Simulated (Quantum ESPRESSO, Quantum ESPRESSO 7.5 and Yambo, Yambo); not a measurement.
# BiOBr (P4/nmm): G0W0 on several meshes in Yambo

Wanted: mesh dependence and cost of G0W0 for BiOBr (P4/nmm).

Program: Quantum ESPRESSO 7.5 and Yambo 5.3.0. Level of theory: PBEsol and many-body steps on it, plane waves. Results are calculated unless marked as measured.

The database entry behind the starting cell differs from later determinations by our own check (0.1 to 0.3 % short, probably kX units), so it need not match the best structure at ambient conditions.

## 1. The starting structure

Symmetry: P4/nmm, No. 129, tetragonal system. The conventional cell has a = 3.916 Å, b = 3.916 Å, c = 8.077 Å, α = 90.00°, β = 90.00°, γ = 90.00°. Nearest to Bi lie 4 O at 2.32 Å and 4 Br at 3.18 Å. Nearest to Br lie 4 Bi at 3.18 Å. O has 4 Bi at 2.32 Å nearest. Farther neighbours and most contacts between anions are not listed.

The cell and positions come from the Crystallography Open Database and are kept as given unless a step says otherwise. Spin-orbit coupling is left out unless a step names it.

## 2. Empty states on the mesh, 4×4×2 mesh, 562 bands

This step: Quantum ESPRESSO 7.5; DFT, PBEsol, plane waves, norm-conserving pseudopotentials.

The sums over transitions need many empty states on a uniform mesh; this step solves for them.

File pw.in:

```
&control
  calculation = 'nscf'
  prefix = 'x'
  outdir = 'o'
  pseudo_dir = 'pseudo'
/
&system
  ibrav = 0
  nat = 6
  ntyp = 3
  ecutwfc = 72.0
  nbnd = 562
  force_symmorphic = .true.
/
&electrons
  conv_thr = 1e-9
  electron_maxstep = 80
  diago_full_acc = .true.
  diago_thr_init = 5e-6
/
ATOMIC_SPECIES
  Bi 208.98 Bi.upf
  Br 79.904 Br.upf
  O 15.999 O.upf
CELL_PARAMETERS angstrom
  3.9160000000 0.0000000000 0.0000000000
  0.0000000000 3.9160000000 0.0000000000
  0.0000000000 0.0000000000 8.0770000000
ATOMIC_POSITIONS crystal
  Bi 0.0000000000 0.5000000000 0.1540000000
  Bi 0.5000000000 0.0000000000 0.8460000000
  Br 0.0000000000 0.5000000000 0.6530000000
  Br 0.5000000000 0.0000000000 0.3470000000
  O 0.0000000000 0.0000000000 0.0000000000
  O 0.5000000000 0.5000000000 0.0000000000
K_POINTS automatic
  4 4 2 0 0 0
```

On the command line:

```sh
$ OMP_NUM_THREADS=1 mpirun -n 16 pw.x -nk 4 -in pw.in > pw.out
```

The log of the run:

```text
Program PWSCF v.7.5 starts

     This program is part of the open-source Quantum ESPRESSO suite
     for quantum simulation of materials; please cite
         "P. Giannozzi et al., J. Phys.:Condens. Matter 21 395502 (2009);
         "P. Giannozzi et al., J. Phys.:Condens. Matter 29 465901 (2017);
         "P. Giannozzi et al., J. Chem. Phys. 152 154105 (2020);
     in publications or presentations arising from this work. More details at

     Atomic positions and unit cell read from directory:
     o/x.save/

     Message from routine setup:
[...]
-142.9453-142.9452 -80.9840 -80.9838 -80.9718 -80.9718 -80.9717 -80.9717
[...]
27.3910  27.4555  28.1560  29.3508  29.4627  30.1822  31.3126  31.4957
     [... 59 further rows ...]
   150.0038 150.0154 150.4456 150.4705 150.5938 150.6985 151.0787 151.1916
   151.2312 151.2612

          k = 0.0000 0.2500-0.2424 (  8622 PWs)   bands (ev):

     [... further k-points ...]

     highest occupied, lowest unoccupied level (ev):     9.5492   11.7617

     XML data file, pseudopotentials, collected wavefunctions

=------------------------------------------------------------------------------=
   JOB DONE.
=------------------------------------------------------------------------------=
```

Elapsed: 2.3 min, on 16 MPI ranks of Arm Neoverse V2, shared host; peak memory 3.2 GiB.

Numbers from this step:

```yaml
gap: 2.212 eV
k_of_the_valence_top: 0, -0.5, -0.5
k_of_the_conduction_bottom: 0, 0, -0.5
least_direct_gap: 2.277 eV
k_points_computed: 12
lowest_point_of_the_top_converged_band_above_the_valence_top: 138.8129 eV
```

On this mesh the gap is 2.212 eV.

The density comes from a self-consistent run that is not shown.

## 3. Conversion and set-up

This step: Yambo 5.3.0; conversion and set-up on PBEsol, plane waves, norm-conserving pseudopotentials.

The states are converted to the many-body program's format and the q mesh is built.

On the command line:

```sh
$ (cd o/x.save; p2y > p2y.log; mv SAVE ../..); yambo > setup.log
```

The log of the run:

```text
 Yambo, version 5.3.0

 [02] CORE Variables Setup
 =========================

  [02.01] Unit cells
  ==================

  Cell kind             :  Unknown
  Atoms in the cell     :  Bi  Br  O
  number of Bi atoms    :  2
  number of Br atoms    :  2
  number of O  atoms    :  2

  List of atomic masses
  Mass of Bi    :  208.9800
  Mass of Br    :  79.90400
  Mass of O     :  15.99900

  List of atomic coordinates    : [cc]
  Bi1       :  0.000000  3.700084  2.350551  order 1
  Bi2       :   3.70008   0.00000  12.91277  order 2
[...]
K/Q-points units:
 rlu = crystal or reduced units; cc = cartesian coordinates; iku = interal k-units

 Q [ 1]         [rlu]:  0.000000  0.000000  0.000000
 Q [ 2]         [rlu]:  0.000000  0.000000 -0.500000
 Q [ 3]         [rlu]:  0.000000  0.250000  0.000000
[...]
Q [ 8]         [rlu]:  0.250000  0.250000 -0.500000
 Q [ 9]         [rlu]:  0.250000 -0.500000  0.000000
 Q [10]         [rlu]:  0.250000 -0.500000 -0.500000
 Q [11]         [rlu]: -0.500000 -0.500000  0.000000
 Q [12]         [rlu]: -0.500000 -0.500000 -0.500000

  [03.01] X indexes
  =================

   [03.01.01] Sigma indexes
   ========================

 [06] Game Over & Game summary
```

Run time: 3.6 s. Hardware: 1 MPI rank; peak memory 0.25 GiB.

## 4. 4×4×2

G0W0 replaces the xc potential by the self-energy, built once from these orbitals. Only a window of levels is corrected, while the sums run over the empty bands that the input names.

This step: G0W0 on PBEsol, plane waves, norm-conserving pseudopotentials.

File gw2.in:

```
HF_and_locXC
gw0
dyson
ppa
em1d
rim_cut
RandQpts= 1000000
RandGvec= 1 RL
EXXRLvcs= 72 Ry
VXCRLvcs= 288 Ry
Chimod= "HARTREE"
% BndsRnXp
 1 | 256 |
%
NGsBlkXp= 11.5 Ry
% LongDrXp
 1 | 1 | 1 |
%
% GbndRnge
 1 | 256 |
%
DysSolver= "n"
ExtendOut
PPAPntXp= 27.21138 eV
% QPkrange
 6 | 6 | 45 | 48 |
 2 | 2 | 45 | 48 |
 1 | 1 | 45 | 48 |
%
```

On the command line:

```sh
$ OMP_NUM_THREADS=1 mpirun -n 16 yambo -F gw2.in -J gw2 -C gw2 > gw2.log
```

The log of the run:

```text
 Yambo, version 5.3.0

 [02] CORE Variables Setup
 =========================

  [... cell, symmetries and grids as in the set-up ...]

  [02.05] Energies & Occupations
  ==============================

  [X] === General ===
  [X] Electronic Temperature                        :  0.000000  0.000000 [eV K]
  [X] Bosonic    Temperature                        :  0.000000  0.000000 [eV K]
  [X] Finite Temperature mode                       : no
  [X] El. density                                   :  0.74277E+24 [cm-3]
  [X] Fermi Level                                   :  9.549158 [eV]

  [X] === Gaps and Widths ===
  [X] Conduction Band Min                           :  2.212491 [eV]
  [X] Valence Band Max                              :  0.000000 [eV]
  [X] Filled Bands                                  :   46
  [X] Empty Bands                                   :    47   562
  [X] Direct Gap                                    :  2.276783 [eV]
  [X] Direct Gap localized at k                     :  2
  [X] Indirect Gap                                  :  2.212491 [eV]
  [X] Indirect Gap between kpts                     :   6   2
  [X] Last valence band width                       :  0.932722 [eV]
  [X] 1st conduction band width                     :  2.180240 [eV]

 [03] Transferred momenta grid and indexing
 ==========================================

 IBZ Q-points                                      :  12
 BZ  Q-points                                      :   32

 K/Q-points units:
 rlu = crystal or reduced units; cc = cartesian coordinates; iku = interal k-units

 Q [ 1]         [rlu]:  0.000000  0.000000  0.000000
 Q [ 2]         [rlu]:  0.000000  0.000000 -0.500000
 Q [ 3]         [rlu]:  0.000000  0.250000  0.000000
 Q [ 4]         [rlu]:  0.000000  0.250000 -0.500000
 Q [ 5]         [rlu]:  0.000000 -0.500000  0.000000
 Q [ 6]         [rlu]:  0.000000 -0.500000 -0.500000
 Q [ 7]         [rlu]:  0.250000  0.250000  0.000000
 Q [ 8]         [rlu]:  0.250000  0.250000 -0.500000
 Q [ 9]         [rlu]:  0.250000 -0.500000  0.000000
 Q [10]         [rlu]:  0.250000 -0.500000 -0.500000
 Q [11]         [rlu]: -0.500000 -0.500000  0.000000
 Q [12]         [rlu]: -0.500000 -0.500000 -0.500000

 [04] Coloumb potential Random Integration (RIM)
 ===============================================

  [04.01] RIM initialization
  ==========================

  * Diagonal components only detected *

  8 x (sBL volume)        :  0.074190 [a.u.]
  sBZ random points       :  1000000
  Points outside the sBZ  :   7992674
  RL volume               :  0.296761 [a.u.]
  Integrated volume       :  0.297034 [a.u.]

  [04.02] RIM integrals
  =====================

  Gamma point sphere radius             :  0.076220 [a.u.]
  Points outside the sphere             :   799854
  [Int_sBZ(q=0) 1/q^2]*(Vol_sBZ)^(-1/3) =:  7.677820
                                 should be <:  7.795600

  Summary of Coulomb integrals for non-metallic bands |Q|[au] RIM/Bare

  Q [1] 0.100000E-4 0.984892 * Q [2] 0.205826 1.039738
  Q [3] 0.212265 1.055944 * Q [4] 0.295670 1.048372
  Q [7] 0.300188 1.052397 * Q [8] 0.363974 1.035934
  Q [5] 0.424530 1.021008 * Q [6] 0.471795 1.018539
  Q [9] 0.474639 1.018885 * Q [10] 0.517346 1.016385
  Q [11] 0.600376 1.012713 * Q [12] 0.634678 1.011433

 [05] Dipoles
 ============

  [05.01] Setup: observables and procedures
  =========================================

  [WARNING] [x,Vnl] slows the Dipoles computation. To neglect it rename the ns.kb_pp file

 [06] Dynamic Dielectric Matrix (PPA)
 ====================================

 [SLK-Inversion]  Pools        :   4
 [SLK-Inversion]  BLACS grid   :  2  2

 [WR./gw2//ndb.pp]---------------------------------------------------------------
  Brillouin Zone Q/K grids (IBZ/BZ)                :   12   32   12   32
  RL vectors                                       :  10689 [WF]
  Coulomb cutoff potential                         : none
  Electronic Temperature                           :  0.000000 [K]
  Bosonic    Temperature                           :  0.000000 [K]
  PPA    diel. fun.  energies                      : Perdew, Burke & Ernzerhof SOL(X)+Perdew, Burke & Ernzerhof SOL(C)
  wavefunctions                                    : Perdew, Burke & Ernzerhof SOL(X)+Perdew, Burke & Ernzerhof SOL(C)
  Global Gauge                                     : length
  X matrix size                                    :   593
  X band range                                     :    1  256
  X e/h energy range                               : -1.000000 -1.000000 [eV]
  X Time ordering                                  : R
  X Hxc Kernel                                     : HARTREE
  X Drude frequency                                :  0.000000  0.000000
  X poles                                          :  100.0000 [o/o]
  RL vectors in the sum                            :  10689
  [r,Vnl] included                                 : yes
  Field direction                                  :  0.577350E-5  0.577350E-5  0.577350E-5
  BZ energy Double Grid                            : no
  BZ energy DbGd points                            : 0
  BZ Q point size factor                           : -1.000000
  X Optical Averaged directions                    : none

 [07] Local Exchange-Correlation + Non-Local Fock
 ================================================

 [VXC] Plane waves :   68823
 [EXS] Plane waves :   8537

 QP @ state[ 1 ] K range:  1  2
 QP @ state[ 1 ] b range:   45   48
 QP @ state[ 2 ] K range:   6   6
 QP @ state[ 2 ] b range:   45   48

 [xc] Functional : Perdew, Burke & Ernzerhof SOL(X)+Perdew, Burke & Ernzerhof SOL(C)
 [xc] LIBXC used to calculate xc functional
  PP Number of Atomic Species                      :  3
  NLCC RL compoments                               :   68823
  PP Number of Atomic Species                      :  3
  NLCC RL compoments                               :   68823

 [xc] E_xc :  -65.23795 [Ha]
      E_xc :  -130.4759 [Ry]

  Local XC kind (lXC) : Perdew, Burke & Ernzerhof SOL(X)+Perdew, Burke & Ernzerhof SOL(C)
  Non-Local XC kind (nlXC) : Hartree-Fock

  Corrections @ K [1] :  [eV]
 <45|nlXC|45> = -19.41793 -0.11679E-16 <45|lXC|45> = -14.96021  0.37763E-15
 <46|nlXC|46> = -18.25927  0.55338E-18 <46|lXC|46> = -14.41026 -0.37763E-15
 <47|nlXC|47> = -9.089256 -0.69527E-17 <47|lXC|47> = -12.99814  0.18882E-15
 <48|nlXC|48> = -9.764398 -0.77652E-18 <48|lXC|48> = -13.30756  0.000000

  Corrections @ K [2] :  [eV]
 <45|nlXC|45> = -19.83720 -0.60266E-17 <45|lXC|45> = -15.22907 -0.70806E-16
 <46|nlXC|46> = -19.49279 -0.18140E-17 <46|lXC|46> = -15.25310  0.000000
[...]
Corrections @ K [6] :  [eV]
[...]
<46|nlXC|46> = -20.42129  0.78138E-17 <46|lXC|46> = -16.53696 -0.23602E-16
 <47|nlXC|47> = -9.823125 -0.12270E-17 <47|lXC|47> = -13.74190  0.94408E-16
 <48|nlXC|48> = -9.823131 -0.19023E-18 <48|lXC|48> = -13.74190  0.70806E-16

 [08] Dyson equation: Newton solver
 ==================================

  [08.01] G0W0 (W PPA)
  ====================

  [  GW  ] Bands range     :    1  256
  [GW/PPA] G damping       :  0.100000 [eV]

  QP @ state[ 1 ] K range:  1  2
  QP @ state[ 1 ] b range:   45   48
  QP @ state[ 2 ] K range:   6   6
  QP @ state[ 2 ] b range:   45   48

   Sc/G bands                                       :    1  256
   Sc/G damping                                     :  0.100000 ev
   Sc bands terminator                              : no
   Sx RL components                                 :   8537

   QP @ state[ 1 ] K range                          :  1  2
   QP @ state[ 1 ] b range                          :   45   48
   QP @ state[ 2 ] K range                          :   6   6
   QP @ state[ 2 ] b range                          :   45   48
   GF energies kind                                 : Perdew, Burke & Ernzerhof SOL(X)+Perdew, Burke & Ernzerhof SOL(C)
   GF WF`s kind                                     : Perdew, Burke & Ernzerhof SOL(X)+Perdew, Burke & Ernzerhof SOL(C)
   Xs energies kind                                 : Perdew, Burke & Ernzerhof SOL(X)+Perdew, Burke & Ernzerhof SOL(C)
   Xs WF`s kind                                     : Perdew, Burke & Ernzerhof SOL(X)+Perdew, Burke & Ernzerhof SOL(C)

 [11] Game Over & Game summary
```

Wall time 11 min (16 MPI ranks); peak memory 15 GiB; 3 h of CPU time.

This step gave:

| Property | Result |
| --- | --- |
| G0W0 gap on the points computed | 3.649 eV |
| starting gap on the mesh | 2.212 eV |
| k of the valence top | 0, -0.5, -0.5 |
| k of the conduction bottom | 0, 0, -0.5 |
| least direct G0W0 gap on the computed points | 4.226 eV |
| Z at the valence top | 0.7969 |
| Z at the conduction bottom | 0.8283 |

The gap on the mesh goes from 2.21 eV to 3.65 eV, a correction of +1.44 eV.

## 5. Empty states on the mesh, 2×2×1 mesh, 256 bands

This step: Quantum ESPRESSO 7.5; DFT, PBEsol, plane waves, norm-conserving pseudopotentials.

pw.in: that of step 2 with these lines changed.

```diff
@@ -11,3 +11,3 @@
   ecutwfc = 72.0
-  nbnd = 562
+  nbnd = 256
   force_symmorphic = .true.
@@ -36,2 +36,2 @@
 K_POINTS automatic
-  4 4 2 0 0 0
+  2 2 1 0 0 0
```

On the command line:

```sh
$ OMP_NUM_THREADS=1 mpirun -n 16 pw.x -nk 4 -in pw.in > pw.out
```

The log of the run:

```text
[banner, memory and clock lines left out]
Program PWSCF v.7.5 starts

     Atomic positions and unit cell read from directory:
     o/x.save/

     Message from routine setup:
     using ibrav=0 with symmetry is DISCOURAGED, use correct ibrav instead

     Message from routine divide_et_impera:
     suboptimal parallelization: some nodes have no k-points

     bravais-lattice index     =            0
     lattice parameter (alat)  =       7.4002  a.u.
     unit-cell volume          =     835.8571 (a.u.)^3
     number of atoms/cell      =            6
[...]
k = 0.0000-0.5000 0.0000 (  8620 PWs)   bands (ev):

  -142.9453-142.9453 -80.9839 -80.9839 -80.9718 -80.9718 -80.9717 -80.9717
[...]
[... 20 further rows ...]
[...]
k =-0.5000-0.5000 0.0000 (  8612 PWs)   bands (ev):

  -142.9453-142.9453 -80.9839 -80.9839 -80.9719 -80.9719 -80.9717 -80.9717
[...]
[... 20 further rows ...]
    81.7788  81.7788  81.9718  81.9718  81.9884  81.9884  82.7551  82.7551
    82.7987  82.7987  82.9640  82.9640  83.3018  83.3018  83.8985  83.8985

     highest occupied, lowest unoccupied level (ev):     9.5132   11.9597

     XML data file, pseudopotentials, collected wavefunctions
```

The job ended after 10 s (16 MPI ranks; peak memory 1.4 GiB; 2.5 min of CPU time).

Numbers from this step:

```
gap                                                           : 2.446 eV
k of the valence top                                          : 0, -0.5, 0
k of the conduction bottom                                    : 0, 0, 0
least direct gap                                              : 3.013 eV
k points computed                                             : 3
lowest point of the top converged band, above the valence top : 74.3853 eV
```

On this mesh the gap is 2.446 eV.

(Part 1 of 2 ends here.)

[Paths, hosts, dates, memory and timing lines, banners, echoed tables and standing remarks are left out of the program output.]

[Logs are printed without paths, hosts, clocks, repeated set-up lines and the standing remarks that a program may print on its own settings, such as how far it seeks lower states.]

[Runs of the session that timed out or met a known fault of the program may be left out.]

[Hosts, paths, dates, database ids (printed as entryN), source tags and the programs' standing remarks are cut or masked in the printed files.]
